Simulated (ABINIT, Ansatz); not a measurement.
# CsGeCl3 (R3m): G0W0 with ABINIT, start to end, part 2 of 3

Aim: the G0W0 gap of CsGeCl3 (R3m) on LDA, step by step.

ABINIT 10.8.3; LDA and many-body steps on it, plane waves. Known limits of the many-body steps: not at the basis limit; no spin-orbit coupling; coarse k mesh.

So far. Step 2 (Ground state): The gap is direct, at (0.500, 0.500, 0.500).

### 3. Bands along the symmetry lines

Level of this step: DFT, LDA, plane waves, norm-conserving pseudopotentials (ABINIT).

Levels along a band path, at the cheap level, show where the edges lie and whether the meshes to come will hold them.

The input, run.abi:

```
acell 3*1.0 Angstrom
rprim 
  3.846816390705 2.220960478697 3.178300533600
  -3.846816390705 2.220960478697 3.178300533600
  0.000000000000 -4.441920957394 3.178300533600
ntypat 3
znucl 55 32 17
natom 5
typat 1 2 3 3 3
xred 
  0.998403350000 0.998403350000 0.998403350000
  0.515533150000 0.515533150000 0.515533150000
  0.496712670000 0.496712670000 0.948638170000
  0.496712670000 0.948638170000 0.496712670000
  0.948638170000 0.496712670000 0.496712670000
pp_dirpath "pseudos"
pseudos "Cs.upf, Ge.upf, Cl.upf"
ecut 56
iscf -2
irdden 1
kptopt 0
nkpt 31
kpt 
  0.00000000 0.00000000 0.00000000
  0.12500000 0.12500000 0.12500000
  0.25000000 0.25000000 0.25000000
  0.37500000 0.37500000 0.37500000
  0.50000000 0.50000000 0.50000000
  0.50194906 0.49805094 0.50000000
  0.50389812 0.49610188 0.50000000
  0.50584718 0.49415282 0.50000000
  0.50779624 0.49220376 0.50000000
  0.50000000 -0.49220376 0.49220376
  0.50000000 -0.36915282 0.36915282
  0.50000000 -0.24610188 0.24610188
  0.50000000 -0.12305094 0.12305094
  0.50000000 0.00000000 0.00000000
  0.37500000 0.00000000 0.00000000
  0.25000000 0.00000000 0.00000000
  0.12500000 0.00000000 0.00000000
  0.00000000 0.00000000 0.00000000
  0.12402547 -0.12402547 0.00000000
  0.24805094 -0.24805094 0.00000000
  0.37207641 -0.37207641 0.00000000
  0.49610188 -0.49610188 -0.00000000
  0.50389812 0.00000000 0.49610188
  0.50292359 0.00000000 0.49707641
  0.50194906 0.00000000 0.49805094
  0.50097453 0.00000000 0.49902547
  0.50000000 0.00000000 0.50000000
  0.37500000 0.00000000 0.37500000
  0.25000000 0.00000000 0.25000000
  0.12500000 0.00000000 0.12500000
  0.00000000 0.00000000 0.00000000
istwfk *1
nband 33
nbdbuf 2
tolwfr 1e-08
nstep 40
prtwf 0
prtvol 0
indata_prefix "in"
outdata_prefix "out"
tmpdata_prefix "tmp"
```

The run is started by

```sh
> OMP_NUM_THREADS=1 mpirun -n 16 abinit run.abi > log
```

Numbers of over 12 decimals in the logs are rounded to 6 here.

Output:

```text
.Version 10.8.3 of ABINIT. v10.8.2 released Aug 2026.

 Symmetries : space group R3 m (#160); Bravais hR (rhombohedral)
[... echo of the input left out ...]
== DATASET  1 ==================================================================
-   mpi_nproc: 16, omp_nthreads: 1 (-1 if OMP is not activated)

--- !DatasetInfo
iteration_state: {dtset: 1, }
dimensions: {natom: 5, nkpt: 31, mband: 33, nsppol: 1, nspinor: 1, nspden: 1, mpw: 22076, }
cutoff_energies: {ecut:  56.0, pawecutdg:  -1.0, }
electrons: {nelect:   5.20000000E+01, charge:   0.00000000E+00, occopt:   1.00000000E+00, tsmear:   1.00000000E-02, }

 Real(R)+Recip(G) space primitive vectors, cartesian coordinates (Bohr,Bohr^-1):
 R(1)=  7.2694294  4.1970070  6.0061176  G(1)=  0.0687812  0.0397108  0.0554990
 R(2)= -7.2694294  4.1970070  6.0061176  G(2)= -0.0687812  0.0397108  0.0554990
 R(3)=  0.0000000 -8.3940141  6.0061176  G(3)=  0.0000000 -0.0794217  0.0554990
 Unit cell volume ucvol=  1.0994743E+03 bohr^3
 Angles (23,13,12)=  8.95462282E+01  8.95462282E+01  8.95462282E+01 degrees

 getcut: wavevector=  0.0000  0.0000  0.0000  ngfft=  72  72  72
         ecut(hartree)=     56.000   => boxcut(ratio)=   2.07090

--- Pseudopotential description ------------------------------------------------
- Cs Generated using ONCVPSP code by D. R. Hamann
- 55.00000   9.00000  201201                  znucl, zion, pspdat
12 -1012 3 -1 2328                            pspcod,pspxc,lmax,lloc,mmax
     nproj     2     2     2     2
  pspatm : epsatm=   21.68725381
         --- l  ekb(1:nproj) -->
             0    6.247599    0.778427
             1    6.343167    0.797067
             2    3.778962    0.917083
[...]
pspatm: atomic psp has been read  and splines computed

- Ge Generated using ONCVPSP code by D. R. Hamann
- 32.00000  22.00000  201201                  znucl, zion, pspdat
12 -1012 2 -1 1524                            pspcod,pspxc,lmax,lloc,mmax
     nproj     2     2     2     0
  pspatm : epsatm=   22.63792625
         --- l  ekb(1:nproj) -->
[...]
pspatm: atomic psp has been read  and splines computed

- Cl Generated using ONCVPSP code by D. R. Hamann
- 17.00000   7.00000  180309                  znucl, zion, pspdat
12 -1012 2 -1 1016                            pspcod,pspxc,lmax,lloc,mmax
     nproj     2     2     2     0
  pspatm : epsatm=    8.88507506
         --- l  ekb(1:nproj) -->
[...]
pspatm: atomic psp has been read  and splines computed

--------------------------------------------------------------------------------

================================================================================
 prteigrs : about to open file out_EIG
 Non-SCF case, kpt    1 (  0.00000  0.00000  0.00000), residuals and eigenvalues=
  8.59E-09  3.11E-09  8.74E-09  8.35E-09  4.03E-09  6.47E-09  2.74E-09  7.32E-09
[...]
Non-SCF case, kpt   30 (  0.12500  0.00000  0.12500), residuals and eigenvalues=
[...]
Non-SCF case, kpt   31 (  0.00000  0.00000  0.00000), residuals and eigenvalues=
[...]
-1.1039E-01 -7.8766E-02 -2.9796E-02 -2.9796E-02 -2.3156E-02 -1.9345E-02
 -1.9345E-02 -1.2493E-02  1.9037E-01  2.2266E-01  2.2266E-01  2.4897E-01
[...]
--- !ResultsGS
iteration_state: {dtset: 1, }
comment   : Summary of ground state results
lattice_vectors:
- [  7.2694294,   4.1970070,   6.0061176, ]
- [ -7.2694294,   4.1970070,   6.0061176, ]
- [  0.0000000,  -8.3940141,   6.0061176, ]
lattice_lengths: [  10.32148,   10.32148,   10.32148, ]
lattice_angles: [ 89.546,  89.546,  89.546, ] # degrees, (23, 13, 12)
lattice_volume:   1.0994743E+03
convergence: {deltae:  0.000E+00, res2:  0.000E+00, residm:  9.989E-09, diffor:  0.000E+00, }
etotal    :  -3.52333573E+02
entropy   :   0.00000000E+00
fermie    :   7.19807518E-02
cartesian_stress_tensor: null
pressure_GPa: null
xred      :
- [  9.9840E-01,   9.9840E-01,   9.9840E-01, Cs]
- [  5.1553E-01,   5.1553E-01,   5.1553E-01, Ge]
- [  4.9671E-01,   4.9671E-01,   9.4864E-01, Cl]
- [  4.9671E-01,   9.4864E-01,   4.9671E-01, Cl]
- [  9.4864E-01,   4.9671E-01,   4.9671E-01, Cl]
cartesian_forces: null
force_length_stats: {min: null, max: null, mean: null, }

 Integrated electronic density in atomic spheres:
 ------------------------------------------------
 Atom  Sphere_radius  Integrated_density
[...]
================================================================================

 ----iterations are completed or convergence reached----

 Mean square residual over all n,k,spin=   66.599E-10; max=  99.894E-10
 reduced coordinates (array xred) for    5 atoms
[...]
0.496712670000      0.948638170000      0.496712670000
       0.948638170000      0.496712670000      0.496712670000

 cartesian coordinates (angstrom) at end:
    1      0.000000     0.000000     9.519678
    2     -0.000000     0.000000     4.915558
    3     -0.000000    -2.007417     6.172461
    4     -1.738474     1.003709     6.172461
    5      1.738474     1.003709     6.172461
 length scales=  1.889726125908  1.889726125908  1.889726125908 bohr
              =  1.000000000000  1.000000000000  1.000000000000 angstroms
 prteigrs : about to open file out_EIG
 Eigenvalues (hartree) for nkpt=  31  k points:
 kpt#   1, nband= 33, wtk=  1.00000, kpt=  0.0000  0.0000  0.0000 (reduced coord)
[...]
kpt#   2, nband= 33, wtk=  1.00000, kpt=  0.1250  0.1250  0.1250 (reduced coord)
[...]
kpt#   3, nband= 33, wtk=  1.00000, kpt=  0.2500  0.2500  0.2500 (reduced coord)
[...]
kpt#  30, nband= 33, wtk=  1.00000, kpt=  0.1250  0.0000  0.1250 (reduced coord)
[...]
0.27141
 kpt#  31, nband= 33, wtk=  1.00000, kpt=  0.0000  0.0000  0.0000 (reduced coord)
[...]
-0.19166   -0.11039   -0.11039   -0.07877   -0.02980   -0.02980   -0.02316   -0.01935
  -0.01935   -0.01249    0.19037    0.22266    0.22266    0.24897    0.25604    0.25604
   0.28654

== END DATASET(S) ==============================================================
================================================================================

 -outvars: echo values of variables after computation  --------
            nband          33
             nkpt          31
          spgroup         160
 [... the other variables as echoed above ...]

 Calculation completed.
```

Run time: 52 s. Hardware: 16 MPI ranks of Arm Neoverse V1, shared host; peak memory 2 GiB.

Numbers from this step:

* gap: 1.975 eV
* k of the valence top: 0.5, 0.5, 0.5
* k of the conduction bottom: 0.5078, 0.4922, 0.5
* least direct gap: 1.977 eV

The gap is 1.975 eV, −0.002 eV from the run before at this level.

Electronic bands along the path, in eV, zero at the top of the highest filled band:

```csv
point,band 23,band 24,band 25,band 26,band 27,band 28,band 29,band 30
Γ,-2.59,-2.49,-2.49,-2.30,3.22,4.10,4.10,4.82
halfway,-2.43,-2.43,-2.38,-1.67,3.66,3.66,3.79,4.59
T,-2.21,-2.21,-2.15,0.00,1.98,1.98,2.00,5.07
halfway,-2.21,-2.21,-2.15,0.00,1.98,1.98,2.00,5.07
H2,-2.21,-2.21,-2.15,0.00,1.98,1.98,2.00,5.07
jump to H0,-2.21,-2.21,-2.15,0.00,1.98,1.98,2.00,5.07
halfway,-2.56,-2.46,-2.33,-1.04,2.40,3.59,3.73,5.09
L,-2.73,-2.62,-2.60,-1.57,2.82,4.54,5.03,5.18
halfway,-2.68,-2.60,-2.53,-2.06,3.77,4.23,4.51,4.59
Γ,-2.59,-2.49,-2.49,-2.30,3.22,4.10,4.10,4.82
halfway,-2.80,-2.56,-2.49,-1.77,3.83,4.03,4.50,4.89
S0,-2.68,-2.66,-2.19,-0.74,2.36,2.46,4.87,5.39
jump to S2,-2.68,-2.66,-2.19,-0.74,2.36,2.46,4.87,5.39
halfway,-2.68,-2.66,-2.19,-0.74,2.36,2.46,4.87,5.39
F,-2.68,-2.66,-2.19,-0.74,2.36,2.46,4.87,5.39
halfway,-2.67,-2.56,-2.39,-1.85,3.92,3.93,4.30,4.89
Γ,-2.59,-2.49,-2.49,-2.30,3.22,4.10,4.10,4.82
```

### 4. Empty states on the mesh, 2×2×2 mesh, 562 bands

The sums over transitions need many empty states on a uniform mesh; this step solves for them.

The input, run.abi:

```
acell 3*1.0 Angstrom
rprim 
  3.846816390705 2.220960478697 3.178300533600
  -3.846816390705 2.220960478697 3.178300533600
  0.000000000000 -4.441920957394 3.178300533600
ntypat 3
znucl 55 32 17
natom 5
typat 1 2 3 3 3
xred 
  0.998403350000 0.998403350000 0.998403350000
  0.515533150000 0.515533150000 0.515533150000
  0.496712670000 0.496712670000 0.948638170000
  0.496712670000 0.948638170000 0.496712670000
  0.948638170000 0.496712670000 0.496712670000
pp_dirpath "pseudos"
pseudos "Cs.upf, Ge.upf, Cl.upf"
ecut 56
ngkpt 2 2 2
nshiftk 1
shiftk 0 0 0
kptopt 1
chksymbreak 0
iscf -2
irdden 1
istwfk *1
nband 562
nbdbuf 50
tolwfr 1e-09
nstep 60
prtvol 0
indata_prefix "in"
outdata_prefix "out"
tmpdata_prefix "tmp"
```

The run is started by

```sh
> OMP_NUM_THREADS=4 mpirun -n 4 abinit run.abi > log
```

Output:

```text
.Version 10.8.3 of ABINIT. v10.8.2 released Aug 2026.

 Symmetries : space group R3 m (#160); Bravais hR (rhombohedral)
[... echo of the input left out ...]
== DATASET  1 ==================================================================
-   mpi_nproc: 4, omp_nthreads: 4 (-1 if OMP is not activated)

--- !DatasetInfo
iteration_state: {dtset: 1, }
dimensions: {natom: 5, nkpt: 4, mband: 562, nsppol: 1, nspinor: 1, nspden: 1, mpw: 22041, }
cutoff_energies: {ecut:  56.0, pawecutdg:  -1.0, }
electrons: {nelect:   5.20000000E+01, charge:   0.00000000E+00, occopt:   1.00000000E+00, tsmear:   1.00000000E-02, }

 Real(R)+Recip(G) space primitive vectors, cartesian coordinates (Bohr,Bohr^-1):
 R(1)=  7.2694294  4.1970070  6.0061176  G(1)=  0.0687812  0.0397108  0.0554990
 R(2)= -7.2694294  4.1970070  6.0061176  G(2)= -0.0687812  0.0397108  0.0554990
 R(3)=  0.0000000 -8.3940141  6.0061176  G(3)=  0.0000000 -0.0794217  0.0554990
 Unit cell volume ucvol=  1.0994743E+03 bohr^3
 Angles (23,13,12)=  8.95462282E+01  8.95462282E+01  8.95462282E+01 degrees

 getcut: wavevector=  0.0000  0.0000  0.0000  ngfft=  72  72  72
         ecut(hartree)=     56.000   => boxcut(ratio)=   2.07090

--- Pseudopotential description ------------------------------------------------
- Cs Generated using ONCVPSP code by D. R. Hamann
- 55.00000   9.00000  201201                  znucl, zion, pspdat
12 -1012 3 -1 2328                            pspcod,pspxc,lmax,lloc,mmax
     nproj     2     2     2     2
  pspatm : epsatm=   21.68725381
         --- l  ekb(1:nproj) -->
             0    6.247599    0.778427
             1    6.343167    0.797067
             2    3.778962    0.917083
[...]
pspatm: atomic psp has been read  and splines computed

- Ge Generated using ONCVPSP code by D. R. Hamann
- 32.00000  22.00000  201201                  znucl, zion, pspdat
12 -1012 2 -1 1524                            pspcod,pspxc,lmax,lloc,mmax
     nproj     2     2     2     0
  pspatm : epsatm=   22.63792625
         --- l  ekb(1:nproj) -->
[...]
pspatm: atomic psp has been read  and splines computed

- Cl Generated using ONCVPSP code by D. R. Hamann
- 17.00000   7.00000  180309                  znucl, zion, pspdat
12 -1012 2 -1 1016                            pspcod,pspxc,lmax,lloc,mmax
     nproj     2     2     2     0
  pspatm : epsatm=    8.88507506
         --- l  ekb(1:nproj) -->
[...]
pspatm: atomic psp has been read  and splines computed

--------------------------------------------------------------------------------

================================================================================
 prteigrs : about to open file out_EIG
 Non-SCF case, kpt    1 (  0.00000  0.00000  0.00000), residuals and eigenvalues=
  2.91E-10  1.79E-10  1.42E-10  1.66E-10  1.30E-10  1.44E-10  1.08E-10  1.12E-10
  1.69E-10  1.17E-10  7.92E-11  4.42E-11  1.05E-10  8.10E-11  1.15E-10  1.76E-10
  8.49E-11  9.65E-11  1.26E-10  8.99E-11  1.02E-10  9.57E-11  8.06E-11  6.01E-11
[...]
5.33E-03  2.34E-03
 -5.9101E+00 -3.9867E+00 -3.9867E+00 -3.9853E+00 -8.3432E-01 -8.3432E-01
 -8.3291E-01 -8.3291E-01 -8.3209E-01 -7.0671E-01 -4.9768E-01 -4.6637E-01
 -4.6637E-01 -2.2011E-01 -2.1994E-01 -2.1994E-01 -1.9166E-01 -1.1039E-01
[...]
4.5025E+00  4.5038E+00  4.5116E+00  4.5119E+00  4.5163E+00  4.5172E+00
  4.5322E+00  4.5412E+00  4.5429E+00  4.5460E+00  4.5464E+00  4.5512E+00
  4.5526E+00  4.5581E+00  4.5697E+00  4.5942E+00
 prteigrs : prtvol=0 or 1, do not print more k-points.

--- !ResultsGS
iteration_state: {dtset: 1, }
comment   : Summary of ground state results
lattice_vectors:
- [  7.2694294,   4.1970070,   6.0061176, ]
- [ -7.2694294,   4.1970070,   6.0061176, ]
- [  0.0000000,  -8.3940141,   6.0061176, ]
lattice_lengths: [  10.32148,   10.32148,   10.32148, ]
lattice_angles: [ 89.546,  89.546,  89.546, ] # degrees, (23, 13, 12)
lattice_volume:   1.0994743E+03
convergence: {deltae:  0.000E+00, res2:  0.000E+00, residm:  9.928E-10, diffor:  0.000E+00, }
etotal    :  -3.52333573E+02
entropy   :   0.00000000E+00
fermie    :   7.19807518E-02
cartesian_stress_tensor: null
pressure_GPa: null
xred      :
- [  9.9840E-01,   9.9840E-01,   9.9840E-01, Cs]
- [  5.1553E-01,   5.1553E-01,   5.1553E-01, Ge]
- [  4.9671E-01,   4.9671E-01,   9.4864E-01, Cl]
- [  4.9671E-01,   9.4864E-01,   4.9671E-01, Cl]
- [  9.4864E-01,   4.9671E-01,   4.9671E-01, Cl]
cartesian_forces: null
force_length_stats: {min: null, max: null, mean: null, }

 Integrated electronic density in atomic spheres:
 ------------------------------------------------
 Atom  Sphere_radius  Integrated_density
[...]
================================================================================

 ----iterations are completed or convergence reached----

 Mean square residual over all n,k,spin=   30.874E-11; max=  99.276E-11
 reduced coordinates (array xred) for    5 atoms
[...]
0.496712670000      0.948638170000      0.496712670000
       0.948638170000      0.496712670000      0.496712670000

 cartesian coordinates (angstrom) at end:
    1      0.000000     0.000000     9.519678
    2     -0.000000     0.000000     4.915558
    3     -0.000000    -2.007417     6.172461
    4     -1.738474     1.003709     6.172461
    5      1.738474     1.003709     6.172461
 length scales=  1.889726125908  1.889726125908  1.889726125908 bohr
              =  1.000000000000  1.000000000000  1.000000000000 angstroms
 prteigrs : about to open file out_EIG
 Eigenvalues (hartree) for nkpt=   4  k points:
 kpt#   1, nband=562, wtk=  0.12500, kpt=  0.0000  0.0000  0.0000 (reduced coord)
[...]
4.49210    4.49400    4.50250    4.50384    4.51159    4.51190    4.51634    4.51715
   4.53220    4.54123    4.54288    4.54598    4.54642    4.55123    4.55259    4.55811
   4.56975    4.59421
 prteigrs : prtvol=0 or 1, do not print more k-points.

== END DATASET(S) ==============================================================
================================================================================

 -outvars: echo values of variables after computation  --------
            nband         562
             nkpt           4
          spgroup         160
 [... the other variables as echoed above ...]

 Calculation completed.
```

The job ended after 8 min (4 MPI ranks; peak memory 1.6 GiB; 83 min of CPU time).

This step gave:

```yaml
gap: 1.977 eV
k_of_the_valence_top: 0.5, 0.5, 0.5
k_of_the_conduction_bottom: 0.5, 0.5, 0.5
least_direct_gap: 1.977 eV
k_points_computed: 4
lowest_point_of_the_top_converged_band_above_the_valence_top: 111.7640 eV
```

On this mesh the gap is 1.977 eV.

### 5. Screening, 2×2×2 mesh, 512 bands, screening to 217.7 eV

The RPA dielectric matrix is built and inverted for each q.

This step: RPA screening on LDA, plane waves, norm-conserving pseudopotentials.

run.abi, as its differences from that of step 4:

```diff
@@ -23,10 +23,11 @@
 chksymbreak 0
-iscf -2
-irdden 1
 istwfk *1
-nband 562
-nbdbuf 50
-tolwfr 1e-09
-nstep 60
-prtvol 0
+occopt 1
+irdwfk 1
+optdriver 3
+nband 512
+ecuteps 8
+inclvkb 2
+awtr 1
+symchi 1
 indata_prefix "in"
```

The run is started by

```sh
> OMP_NUM_THREADS=1 mpirun -n 16 abinit run.abi > log
```

Output:

```text
.Version 10.8.3 of ABINIT. v10.8.2 released Aug 2026.

 Symmetries : space group R3 m (#160); Bravais hR (rhombohedral)
[... echo of the input left out ...]
== DATASET  1 ==================================================================
-   mpi_nproc: 16, omp_nthreads: 1 (-1 if OMP is not activated)

--- !DatasetInfo
iteration_state: {dtset: 1, }
dimensions: {natom: 5, nkpt: 4, mband: 512, nsppol: 1, nspinor: 1, nspden: 1, mpw: 22041, }
cutoff_energies: {ecut:  56.0, pawecutdg:  -1.0, }
electrons: {nelect:   5.20000000E+01, charge:   0.00000000E+00, occopt:   1.00000000E+00, tsmear:   1.00000000E-02, }

 SCREENING: Calculation of the susceptibility and dielectric matrices

 Based on a program developped by R.W. Godby, V. Olevano, G. Onida, and L. Reining.
 Incorporated in ABINIT by V. Olevano, G.-M. Rignanese, and M. Torrent.
.Using double precision arithmetic ; gwpc =  8

[... cell and pseudopotentials left out ...]
--------------------------------------------------------------------------------

 ==== K-mesh for the wavefunctions ====
 Number of points in the irreducible wedge :     4
[... list of points left out ...]
 Together with  6 symmetry operations and time-reversal symmetry
 yields     8 points in the full Brillouin Zone.

 ==== Q-mesh for the screening function ====
 Number of points in the irreducible wedge :     4
[... list of points left out ...]
 Together with  6 symmetry operations and time-reversal symmetry
 yields     8 points in the full Brillouin Zone.

 setmesh: FFT mesh size selected  =    48x   48x   48
          total number of points  =       110592

 vcoul_init : cutoff-mode = AUXILIARY_FUNCTION
 q-points for optical limit:   1
     1)      0.000010    0.000020    0.000030

- screening: taking advantage of time-reversal symmetry
- Maximum band index for partially occupied states nbvw = 26
- Remaining bands to be divided among processors   nbcw = 486
- Number of bands treated by each node ~30

 Number of electrons calculated from density =   52.0000; Expected =   52.0000
 average of density, n =  0.047295
 r_s =    1.7154
 omega_plasma =   20.9780 [eV]

 calculating chi0 at frequencies [eV] :
  1    0.000000E+00    0.000000E+00
  2    0.000000E+00    2.097803E+01

--------------------------------------------------------------------------------
  q-point number  1        q = ( 0.000000, 0.000000, 0.000000) [r.l.u.]
--------------------------------------------------------------------------------
[... chi0 elements left out ...]
 For q-point:  0.000010 0.000020 0.000030
  dielectric constant =   5.9647
  dielectric constant without local fields =   7.2370

  Average fulfillment of the sum rule on Im[epsilon] for q-point    1 :     69.55  [%]
[... wings left out ...]
  q-point number  2        q = ( 0.500000, 0.000000, 0.000000) [r.l.u.]
--------------------------------------------------------------------------------
[... chi0 elements left out ...]
  Average fulfillment of the sum rule on Im[epsilon] for q-point    2 :     71.63  [%]

 [... 2 further q-points ...]
```

Run time: 3.5 min. Hardware: 16 MPI ranks; peak memory 13 GiB; 56 min of CPU time.

Numbers from this step:

```
ε∞ with local fields, on this mesh, along the program's q direction : 5.965
the same without local fields                                       : 7.237
plasma frequency                                                    : 20.98 eV
plane waves in the screening matrix                                 : 1207
```

Local fields lower ε∞ by 18 %. On a Γ-centred mesh this coarse the value itself is usually too large, while a short band sum pulls it down.

(Part 2 of 3 ends here.)

[Paths, hosts, dates, memory and timing lines, banners, echoed tables and standing remarks are left out of the program output.]

[Logs are printed without paths, hosts, clocks, repeated set-up lines and the standing remarks that a program may print on its own settings, such as how far it seeks lower states.]

[Runs of the session that timed out or met a known fault of the program may be left out.]

[Hosts, paths, dates, database ids (printed as entryN), source tags and the programs' standing remarks are cut or masked in the printed files.]

[G0W0 gaps are taken among the corrected bands and points alone; a level outside them can change the order at an edge.]

[Where Ansatz stands beside ABINIT at settings called matched, ABINIT's density can come from a denser mesh and the files from another edition; pairs whose starting gaps differed by over 0.03 eV were left out, so agreement reads better than it is.]
